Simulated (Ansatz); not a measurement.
# TiO2 (C2/c): G0W0 under other settings

Aim: change settings of a G0W0 run on TiO2 (C2/c) and see what moves.

Program: Ansatz 0.2.0. Level of theory: G0W0 on LDA, plane waves, PAW; PAW set soft_1. Results are calculated unless marked as measured.

## 1. The structure

The structure is monoclinic, space group C2/c (No. 15). The conventional cell has a = 5.412 Å, b = 5.413 Å, c = 5.472 Å, α = 90.00°, β = 118.77°, γ = 90.00°. Nearest to Ti lie 6 O at 1.93 to 2.00 Å. Nearest to O lie 3 Ti at 1.93 to 2.00 Å. Farther neighbours and most contacts between anions are not listed.

The cell and positions are those that the Materials Project relaxed with its own functionals (PBE, PBE+U or r2SCAN), kept fixed. This is not the form that TiO2 usually takes at ambient conditions.

## 2. The base run: 4×4×4 mesh, 258 empty bands, screening to 138 eV, PAW set soft_1 files

Now the one-shot GW correction: screening in the RPA, then the self-energy of the levels asked for. This step takes PAW set soft_1 files.

File input.yaml:

```yaml
crystal:
  lattice:
    - [2.706034, -2.706655, 0.0]
    - [2.706034, 2.706655, 0.0]
    - [-2.633531, 0.0, 4.796637]
  atoms:
    - { symbol: Ti, position: [0.13411, 0.86589, 0.25] }
    - { symbol: Ti, position: [0.86589, 0.13411, 0.75] }
    - { symbol: O, position: [0.331221, 0.088755, 0.667149] }
    - { symbol: O, position: [0.668779, 0.911245, 0.332851] }
    - { symbol: O, position: [0.911245, 0.668779, 0.832851] }
    - { symbol: O, position: [0.088755, 0.331221, 0.167149] }
kpoints:
  mp_grid: { grid: [4, 4, 4] }
hamiltonian:
  xc: lda
  pseudopotentials: { kind: paw, azcp: { folder: soft_1 }, xc_functional: pbe }
scf:
  occupations: { method: fixed }
gw:
  n_empty_bands: 258
  ecut_chi: 138
  qp_bands: [v2, c2]
  qp_kpoints: band_edges
  screening: { model: contour_deformation }
```

Launch:

```console
> ansatz run input.yaml --threads 3 --pin off --max-ram 92160MiB --backend cuda --events-out ev --progress --plain --runs-dir out --devices 1 --max-vram 13GiB
```

Numbers of over 12 decimals in the logs are rounded to 6 here.

The program printed:

```text
GPUs: using 1 of 1 available (devices: 1).
Engine: ansatz 0.2.0, x86_64-unknown-linux-gnu
Pseudopotentials: kind: paw
Pseudopotential: Ti, paw, valence charge 12, recommended cutoff 420 eV (normal), soft_1/Ti.paw.azcp
Pseudopotential: O, paw, valence charge 6, recommended cutoff 420 eV (normal), soft_1/O.paw.azcp
Functional definition: SPW92
  exchange = slater_x
  correlation = pw_c
device memory: the entry about to start is reckoned to put 0.9 GiB on a device that reports 32.3 GiB free (of which the cap on the GPU budget leaves the run 13.0 GiB)
GPU FFT provider: cuFFT
GPU libraries: cuBLAS 13.8.2, cuFFT 12.4.0, cuSOLVER 12.3.4
Crystal: 6 atoms, lattice volume = 70.264 Å³
Basis set: ecut = 420 eV, 1363 PW (Γ)
Bands: 30, of which v1, the nominal top of the filled ones, is band 24 counted from 1 (23 counted from 0)
Symmetry: 4 space group operations
Space group: C2/c (ITA 15), of the structure as read, at distance tolerance 4.1e-5 Å
k-points: 24 of 64
Non-local potential: Ti, projectors of the file, l = 0: 3, l = 1: 2, l = 2: 3, l = 3: 1
Non-local potential: O, projectors of the file, l = 0: 2, l = 1: 2, l = 2: 1
PAW form: soft (Blöchl's): semilocal exchange-correlation on the pseudo side does not see the compensation charge
PAW frozen core: Ti, regenerated for the run's functional, and the local potential with it (the file was generated under x = pbe(κ = 0.804, μ = 0.219515), c = pbe(β = 0.066725))
PAW frozen core: O, regenerated for the run's functional, and the local potential with it (the file was generated under x = pbe(κ = 0.804, μ = 0.219515), c = pbe(β = 0.066725))
PAW one-centre angular grid: Ti, 590 points (default); XC on 64 Gauss nodes
PAW one-centre angular grid: O, 110 points (default); XC on 64 Gauss nodes
Initial density: superposition of atomic densities (chi_scale 0.1, normalization cell, long waves kept (reshape's long-wave potential 0.00 eV rms))
Initial wavefunctions: pseudopotential atomic-orbital guess
GPU buffer pool allocated for 29160 grid points (all kernels)
GPU transforms: local potential and band sums: pruned to the plane-wave sphere, on 25×25×40
Functional: x = slater, c = lda
SCF iter   1: F=—  HF=-7130.689348 eV  |F-HF|=—  |Δ(HF+E_count)|=         —  Δρ=4.88e-2  dr2=1.81e0  ethr=3.10e-3  ⟨swp⟩=4.1  Hψ=2412  notcnv=0  defer=52
preconditioner: auto → Resta (q_TF=auto, 2.560 Å⁻¹)  ε∞=8.1  [insulator: Δε(μ)=2.011 eV  Ē_g=9.412 eV  n_scr=18 (ndim 8)  ℏωp=25.1 eV  f_vac=0.000  ε∞_Penn≈8.1]
SCF iter   2: F=—  HF=-7130.483954 eV  |F-HF|=—  |Δ(HF+E_count)|=   2.05e-1  Δρ=3.00e-2  dr2=6.73e-1  ethr=3.10e-3  ⟨swp⟩=2.1  Hψ=1038  notcnv=0  defer=61
SCF iter   3: F=—  HF=-7130.401083 eV  |F-HF|=—  |Δ(HF+E_count)|=   8.29e-2  Δρ=2.64e-2  dr2=5.26e-1  ethr=1.40e-3  ⟨swp⟩=2.0  Hψ=1051  notcnv=0  defer=54
[...]
E_kinetic    = 1221.617380
  E_local      = -3724.519037  (includes V_loc(G=0)·N_el)
  E_nonlocal   = 338.672837
  E_hartree    = 1422.298593
  E_xc         = -511.146410
  E_vxc        = -651.211798  (∫ρ·V_xc dr)
  E_paw        = -2588.189064  (= ΣΔE_a)
  E_vpaw       = -517.262246  (= ΣTr[D̂ρ^β])
  E_aug_tail   = 0.003012  (compensation charges beyond the density's cutoff)
  E_ewald      = -3290.073663
  E_core_change = 1.039587  (= ΣΔE_core)
  E_smearing   = -0.000000  (= −TS)
  E_closure    = -0.000000  (closes the sum)
  Σ components = -7130.296765   (vs F -7130.296765, Δ=0.00e0)
--- Band table (eV; the first three rows and the last of 24) ---
  k-point 0: bands = [... 20 lower, 5.6981, 5.7506, 6.0249, 6.0307, 8.4396, 9.1754, 10.2163, 10.2246, ... 2 higher]
  k-point 1: bands = [... 20 lower, 5.4077, 5.4262, 6.2366, 6.2391, 8.5406, 9.0604, 10.0828, 10.0947, ... 2 higher]
  k-point 2: bands = [... 20 lower, 5.2165, 5.2165, 6.3411, 6.3411, 8.7936, 8.7936, 10.0438, 10.0438, ... 2 higher]
  k-point 23: bands = [... 20 lower, 4.4247, 4.4247, 6.4451, 6.4451, 9.6527, 9.6527, 10.1221, 10.1221, ... 2 higher]
--- G₀W₀: contour deformation, 7 samples at zero and on the imaginary axis and 1 off it, 64 q-points, 258 empty bands' worth ---
  eigenvalues of the whole cell's RPA ε∞ on this k-mesh (on a slab, of 1 + 4πα/V) = 6.1989, 7.1251, 7.2897; static W/v taken at q = 0 is 0.144107
  gw.qp_kpoints: band_edges: 18 of 24 stored k-points solved, in 1 pass; an edge of the gap read off the rows below is read off those points alone
    valence top: of the k-points left out ik 3 came nearest to being solved in a further pass, in band 24 (counted from 1, as in the quasiparticle table): it holds the edge there only if its correction is more favourable than any solved in that band by at least 0.485 eV; those differ by 0.078 eV
    conduction bottom: of the k-points left out ik 5 came nearest to being solved in a further pass, in band 25 (counted from 1, as in the quasiparticle table): it holds the edge there only if its correction is more favourable than any solved in that band by at least 0.662 eV; those differ by 0.077 eV
    ik  band        ε_KS         Σx   Σc(E_QP)       V_xc       Z   E_QP_lin       E_QP  E_QP is
     0    23      6.0249   -25.1467     4.6027   -20.3843  0.6935     5.8647     5.8653  root
     0    24      6.0307   -25.1597     4.6171   -20.3814  0.6936     5.8688     5.8694  root
     0    25      8.4396   -12.9751    -6.7229   -21.1269  0.7233     9.9169     9.8686  root
     0    26      9.1754   -13.4237    -7.5323   -22.4488  0.7028    10.7343    10.6681  root
     1    23      6.2366   -25.7450     4.4564   -21.1553  0.7032     6.1030     6.1034  root
     1    24      6.2391   -25.7464     4.4649   -21.1474  0.7031     6.1047     6.1051  root
     1    25      8.5406   -13.0238    -6.8308   -21.2936  0.7208    10.0302     9.9796  root
     1    26      9.0604   -13.3406    -7.4001   -22.2250  0.7064    10.6076    10.5446  root
[...]
23    23      6.4451   -25.5887     4.4909   -20.9742  0.7011     6.3212     6.3215  root
    23    24      6.4451   -25.5887     4.4909   -20.9742  0.7011     6.3212     6.3215  root
    23    25      9.6527   -13.8652    -7.6412   -22.9928  0.6953    11.2100    11.1392  root
    23    26      9.6527   -13.8652    -7.6412   -22.9928  0.6953    11.2100    11.1392  root
[key lines of the parts left out:]
SCF converged after 9 iterations
Free energy (F): -7130.296765 eV
Fermi energy:    6.465965 eV
```

Elapsed: 22 s, on 1 × NVIDIA H100 80GB HBM3 (shared by 6 runs) with 3 threads of AMD EPYC 7R13 (Zen 3), shared host; peak memory 1.4 GiB; 34 s of CPU time.

The column dr2 measures how far the density is from self-consistency, as an energy; F and HF (Harris–Foulkes) agree once it is small.

Numbers from this step:

- bands summed: 282
- RPA ε∞ on this mesh (eigenvalues): 6.199, 7.125, 7.290
- plane waves in the screening matrix: 269
- q-points in the mesh: 64
- G0W0 gap on the mesh: 3.523 eV
- k of the valence top: -0.5, -0.5, 0
- k of the conduction bottom: 0, 0, 0
- starting gap on the mesh: 1.974 eV
- Z at the valence top: 0.7007
- Z at the conduction bottom: 0.7233
- least direct G0W0 gap on the computed points: 3.875 eV

The gap on the mesh goes from 1.97 eV to 3.52 eV, a correction of +1.55 eV. Between the two edge states, bare exchange in place of the xc potential would open the gap by 12.76 eV, and correlation takes back 11.21 eV.

## 3. Variant: other PAW set

This step: G0W0 on LDA, plane waves, PAW.

input.yaml: that of step 2 with these lines changed.

```diff
@@ -16,3 +16,3 @@
   xc: lda
-  pseudopotentials: { kind: paw, azcp: { folder: soft_1 }, xc_functional: pbe }
+  pseudopotentials: { kind: paw, source: ansatz }
 scf:
@@ -20,4 +20,4 @@
 gw:
-  n_empty_bands: 258
-  ecut_chi: 138
+  n_empty_bands: 159
+  ecut_chi: 100
   qp_bands: [v2, c2]
```

The program printed:

```text
GPUs: using 1 of 1 available (devices: 1).
[...]
GPU FFT provider: cuFFT
GPU libraries: cuBLAS 13.8.2, cuFFT 12.4.0, cuSOLVER 12.3.4
Crystal: 6 atoms, lattice volume = 70.264 Å³
Basis set: ecut = 930 eV, 4557 PW (Γ)
Bands: 30, of which v1, the nominal top of the filled ones, is band 24 counted from 1 (23 counted from 0)
[... 1 set-up line as in the run before ...]
[...]
k-points: 24 of 64
[...]
GPU buffer pool allocated for 129600 grid points (all kernels)
[...]
SCF iter   1: F=—  HF=-7132.889470 eV  |F-HF|=—  |Δ(HF+E_count)|=         —  Δρ=1.16e-1  dr2=1.09e1  ethr=3.10e-3  ⟨swp⟩=5.0  Hψ=2502  notcnv=0  defer=62
[...]
SCF iter   9: F=-7130.502996 eV  HF=-7130.502996 eV  |F-HF|=6.20e-8  |Δ(HF+E_count)|=   1.01e-6  Δρ=1.10e-5  dr2=8.90e-8  ethr=2.08e-10  ⟨swp⟩=8.2  Hψ=3170  notcnv=0
SCF 1 converged in 9 iterations: F = -7130.502996 eV  dr2 = 8.90e-8
[...]
NSCF: frozen V_eff on 24 k-points, pencils in batches of 32, up to order 120
[...]
NSCF: frozen V_eff on 24 k-points
G₀W₀ screening: q 1/24
[... further progress lines ...]
[...]
SCF converged after 9 iterations
Free energy (F): -7130.502996 eV
[...]
Internal energy: -7130.502996 eV  (E = F + TS)
E sigma→0 (E₀):  -7130.502996 eV
Fermi energy:    6.467804 eV
[...]
--- Band table (eV; the first three rows and the last of 24) ---
  k-point 0: bands = [... 20 lower, 5.6970, 5.7481, 6.0225, 6.0283, 8.4354, 9.1751, 10.2178, 10.2261, ... 2 higher]
  k-point 1: bands = [... 20 lower, 5.4070, 5.4247, 6.2354, 6.2379, 8.5369, 9.0594, 10.0884, 10.1003, ... 2 higher]
  k-point 2: bands = [... 20 lower, 5.2167, 5.2167, 6.3407, 6.3407, 8.7911, 8.7911, 10.0507, 10.0507, ... 2 higher]
  k-point 23: bands = [... 20 lower, 4.4233, 4.4233, 6.4467, 6.4467, 9.6548, 9.6548, 10.1250, 10.1250, ... 2 higher]
[...]
bands read: the sum over 183 bands ends inside a degenerate multiplet in 3 slots, whose members it reads at an even weight; the widest, k=2: bands 183 to 184 (counted from 1) at 1/2 each
[...]
0    23      6.0225   -25.1422     4.7266   -20.3790  0.6977     5.9859     5.9859  root
     0    24      6.0283   -25.1551     4.7408   -20.3759  0.6978     5.9898     5.9898  root
     0    25      8.4354   -12.9474    -6.5719   -21.0871  0.7259    10.0637    10.0031  root
     0    26      9.1751   -13.3988    -7.3739   -22.4130  0.7058    10.8982    10.8154  root
     1    23      6.2354   -25.7429     4.5960   -21.1536  0.7071     6.2421     6.2421  root
     1    24      6.2379   -25.7439     4.6043   -21.1452  0.7070     6.2435     6.2435  root
     1    25      8.5369   -12.9964    -6.6792   -21.2540  0.7234    10.1791    10.1153  root
     1    26      9.0594   -13.3151    -7.2428   -22.1883  0.7093    10.7687    10.6898  root
[...]
23    23      6.4467   -25.5830     4.6260   -20.9697  0.7051     6.4594     6.4594  root
    23    24      6.4467   -25.5830     4.6260   -20.9697  0.7051     6.4594     6.4594  root
    23    25      9.6548   -13.8433    -7.4809   -22.9608  0.6981    11.3812    11.2914  root
    23    26      9.6548   -13.8433    -7.4809   -22.9608  0.6981    11.3812    11.2914  root
```

The job ended after 42 s (1 × NVIDIA H100 80GB HBM3 (shared by 6 runs) with 3 threads; peak memory 1.5 GiB).

The G0W0 gap on the mesh is 3.519 eV.

Against the base:

| setting | base | variant |
| --- | --- | --- |
| files | PAW set soft_1 | hard PAW |
| empty bands | 258 | 159 |
| screening cutoff (eV) | 138 | 100 |

| quantity | variant | base |
| --- | --- | --- |
| starting gap on the mesh | 1.968 | 1.974 |
| G0W0 gap on the mesh | 3.519 | 3.523 |
| least direct G0W0 gap on the computed points | 3.872 | 3.875 |
| Z at the valence top | 0.705 | 0.701 |
| Z at the conduction bottom | 0.726 | 0.723 |

## 4. Variant: coarser q mesh

This step: G0W0 on LDA, plane waves, PAW; PAW set soft_1.

input.yaml: that of step 3 with these lines changed.

```diff
@@ -16,3 +16,3 @@
   xc: lda
-  pseudopotentials: { kind: paw, source: ansatz }
+  pseudopotentials: { kind: paw, azcp: { folder: soft_1 }, xc_functional: pbe }
 scf:
@@ -25 +25,2 @@
   screening: { model: contour_deformation }
+  q_mesh: [2, 2, 2]
```

The program printed:

```text
GPUs: using 1 of 1 available (devices: 1).
[...]
GPU FFT provider: cuFFT
GPU libraries: cuBLAS 13.8.2, cuFFT 12.4.0, cuSOLVER 12.3.4
Crystal: 6 atoms, lattice volume = 70.264 Å³
Basis set: ecut = 420 eV, 1363 PW (Γ)
Bands: 30, of which v1, the nominal top of the filled ones, is band 24 counted from 1 (23 counted from 0)
[... 1 set-up line as in the run before ...]
[...]
k-points: 24 of 64
[...]
GPU buffer pool allocated for 29160 grid points (all kernels)
[...]
SCF iter   1: F=—  HF=-7130.689348 eV  |F-HF|=—  |Δ(HF+E_count)|=         —  Δρ=4.88e-2  dr2=1.81e0  ethr=3.10e-3  ⟨swp⟩=4.1  Hψ=2412  notcnv=0  defer=52
[...]
SCF iter   9: F=-7130.296765 eV  HF=-7130.296765 eV  |F-HF|=5.73e-11  |Δ(HF+E_count)|=   1.52e-8  Δρ=2.95e-6  dr2=5.76e-9  ethr=2.08e-10  ⟨swp⟩=7.7  Hψ=2137  notcnv=0
SCF 1 converged in 9 iterations: F = -7130.296765 eV  dr2 = 5.76e-9
[...]
G₀W₀ screening: q 1/6
[... further progress lines ...]
[...]
SCF converged after 9 iterations
Free energy (F): -7130.296765 eV
[...]
Internal energy: -7130.296765 eV  (E = F + TS)
E sigma→0 (E₀):  -7130.296765 eV
Fermi energy:    6.465965 eV
[...]
--- Band table (eV; the first three rows and the last of 24) ---
  k-point 0: bands = [... 20 lower, 5.6981, 5.7506, 6.0249, 6.0307, 8.4396, 9.1754, 10.2163, 10.2246, ... 2 higher]
  k-point 1: bands = [... 20 lower, 5.4077, 5.4262, 6.2366, 6.2391, 8.5406, 9.0604, 10.0828, 10.0947, ... 2 higher]
[...]
0    24      6.0307   -25.5654     5.1051   -20.3814  0.6916     5.9515     5.9517  root
     0    25      8.4396   -12.4782    -7.0597   -21.1269  0.7159    10.1072    10.0286  root
     0    26      9.1754   -13.1141    -7.6850   -22.4488  0.6974    10.9260    10.8252  root ?
     1    23      6.2366   -26.1067     4.9250   -21.1553  0.7001     6.2103     6.2103  root
     1    24      6.2391   -26.1088     4.9341   -21.1474  0.7001     6.2118     6.2118  root
     1    25      8.5406   -12.5745    -7.1263   -21.2936  0.7137    10.2146    10.1334  root
     1    26      9.0604   -13.0224    -7.5656   -22.2250  0.7007    10.7931    10.6974  root
     2    23      6.3411   -26.3281     4.9571   -21.3428  0.7019     6.3128     6.3129  root
[...]
10    26      9.6270   -13.7063    -7.6210   -22.9959  0.6956    11.4000    11.2956  root ?
[...]
13    26      9.4444   -14.0186    -7.2376   -22.9174  0.7026    11.2072    11.1056  root ?
[...]
14    26      9.5578   -13.5807    -7.6020   -22.8402  0.6967    11.3156    11.2153  root ?
[...]
15    25      9.4478   -13.5323    -7.5846   -22.7771  0.6994    11.2119    11.1080  root ?
[...]
17    25      9.3887   -13.6343    -7.4590   -22.7464  0.7007    11.1419    11.0419  root ?
[...]
18    26      9.4181   -13.9983    -7.2404   -22.8984  0.7024    11.1796    11.0779  root ?
[...]
19    26      9.6182   -13.6590    -7.6175   -22.9288  0.6947    11.3794    11.2705  root ?
[...]
23    23      6.4451   -25.7725     4.8025   -20.9742  0.7009     6.4494     6.4494  root
    23    24      6.4451   -25.7725     4.8025   -20.9742  0.7009     6.4494     6.4494  root
    23    25      9.6527   -13.8536    -7.4931   -22.9928  0.6968    11.3964    11.2988  root
    23    26      9.6527   -13.8536    -7.4931   -22.9928  0.6968    11.3964    11.2988  root
```

It took 15 s on 1 × NVIDIA H100 80GB HBM3 (shared by 6 runs) with 3 threads; peak memory 1.2 GiB.

Against the base:

| setting | base | variant |
| --- | --- | --- |
| empty bands | 258 | 159 |
| screening cutoff (eV) | 138 | 100 |
| q mesh | - | [2, 2, 2] |

| quantity | variant | base |
| --- | --- | --- |
| starting gap on the mesh | 1.974 | 1.974 |
| G0W0 gap on the mesh | 3.557 | 3.523 |
| least direct G0W0 gap on the computed points | 3.922 | 3.875 |
| Z at the valence top | 0.701 | 0.701 |
| Z at the conduction bottom | 0.716 | 0.723 |

## 5. What came out

```yaml
base: 3.52 eV, 22 s
other_paw_set: 3.52 eV, 42 s
coarser_q_mesh: 3.56 eV, 15 s
```

Other PAW set: the gap moves by −0.003 eV (the plane-wave cutoff goes from 420 to 930 eV). The variant differs from the base in files, empty bands and screening cutoff together, so the change can't be laid to one of them. Coarser q mesh: the gap moves by +0.03 eV; such settings are too crude to quote. The variant differs from the base in empty bands, screening cutoff and q mesh together, so the change can't be laid to one of them. All runs here use a coarse mesh and modest cutoffs; they test settings and are not final values. The 4×4×4 mesh is coarse for this cell (its supercell is 15 Å along the shortest edge). The RPA ε∞ on it, from the LDA start, is 6.20, 7.13 and 7.29; such meshes misread the long-range screening, most where the gap is narrow.

[Paths, hosts, dates, memory and timing lines, banners, echoed tables and standing remarks are left out of the program output.]

[Logs are printed without paths, hosts, clocks, repeated set-up lines and the standing remarks that a program may print on its own settings, such as how far it seeks lower states.]

[Runs of the session that timed out or met a known fault of the program may be left out.]

[Cells called generated may have been cut or substituted from an entry of the Crystallography Open Database or the Materials Project.]

[Hosts, paths, dates, database ids (printed as entryN), source tags and the programs' standing remarks are cut or masked in the printed files.]
